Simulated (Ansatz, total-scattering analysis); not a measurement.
**ethanol: neutron weights and totals by hand**

A simulated model of ethanol at 340 K, fixed volume, from ab initio molecular dynamics with Ansatz (revPBE-D3(BJ), plane waves, PAW default files, Langevin thermostat, no spin, fixed volume, H with the mass of D). The average runs over 0.50 ps of 108 atoms, so shells between rare elements are rough. Mean temperature 339 K, largest m.s.d. 1.28 Å², energy drift +0 meV an atom (last third less first, no steady trend), Langevin friction 10 ps⁻¹; the first quarter of the run is discarded. Preparation: last frame of a classical run of this cell, a melt at this density, then 0.4 ps at 340 K with a cheaper basis and a friction of 10 ps⁻¹ (mean temperature of the first stage 337 K), too short to forget the start in full. So short a stretch relaxes bonds and nearest shells but still remembers its start. It is a liquid as far as so short a run tells. Atom fractions C 0.2222, O 0.1111, H 0.6667; masses C 12.011, O 15.999, H 1.008 u; density 0.7900 g/cm³; coherent lengths C 6.6472, O 5.8037, H 6.6681 fm (H as D). Faber–Ziman partials at a few Q:

| Q (Å⁻¹) | S H–H | S C–H | S C–O | S C–C | S O–H | S O–O |
| --- | --- | --- | --- | --- | --- | --- |
| 1.50 | 0.508 | 3.601 | 3.522 | 4.752 | 1.830 | -0.990 |
| 2.40 | 0.740 | 1.206 | 1.179 | -0.411 | 1.184 | 2.308 |
| 3.20 | 1.213 | 0.758 | 0.330 | 0.238 | 1.013 | 0.812 |

The pair function g(HH), r in Å, every 0.06 Å up to its first minimum: 1.53 0.01, 1.59 0.06, 1.65 0.44, 1.71 2.04, 1.77 3.43, 1.83 2.45, 1.89 0.77, 1.95 0.27, 2.01 0.26.

**Tasks.** (a) The number density. (b) The neutron weights. (c) The neutron S(Q) at the listed Q. (d) The number of H around H.

(a) The mean mass is 0.2222×12.011 + 0.1111×15.999 + 0.6667×1.008 = 5.118 u, so ρ₀ = 0.7900/(5.118 × 1.66054) = 0.09295 Å⁻³.

(b) ⟨b⟩ = 0.2222×6.6472 + 0.1111×5.8037 + 0.6667×6.6681 = 6.567 fm. The weight of a pair is ci cj bi bj (2 − δij)/⟨b⟩²: H–H 0.458, C–H 0.304, C–O 0.044, C–C 0.051, O–H 0.133, O–O 0.010; they sum to 1.000.

(c) S = 1 + Σ w (Sij − 1). At 1.50 Å⁻¹: 1 − 0.225 + 0.792 + 0.111 + 0.190 + 0.110 − 0.019 = 1.959; C–H pushes up most; H–H pulls down most. At 2.40 Å⁻¹: 1 − 0.119 + 0.063 + 0.008 − 0.071 + 0.024 + 0.013 = 0.918; C–H pushes up most; H–H pulls down most. At 3.20 Å⁻¹: 1 + 0.098 − 0.074 − 0.030 − 0.039 + 0.002 − 0.002 = 0.955; H–H pushes up most; C–H pulls down most.

(d) n = 4πρ₀ c(H) Σ r² g Δr. The sum Σ r² g over the listed points is 31.1 Å², so n = 4π × 0.09295 × 0.6667 × 31.1 × 0.06 = 1.45; counting pairs in the frames up to 2.04 Å gives 1.44.
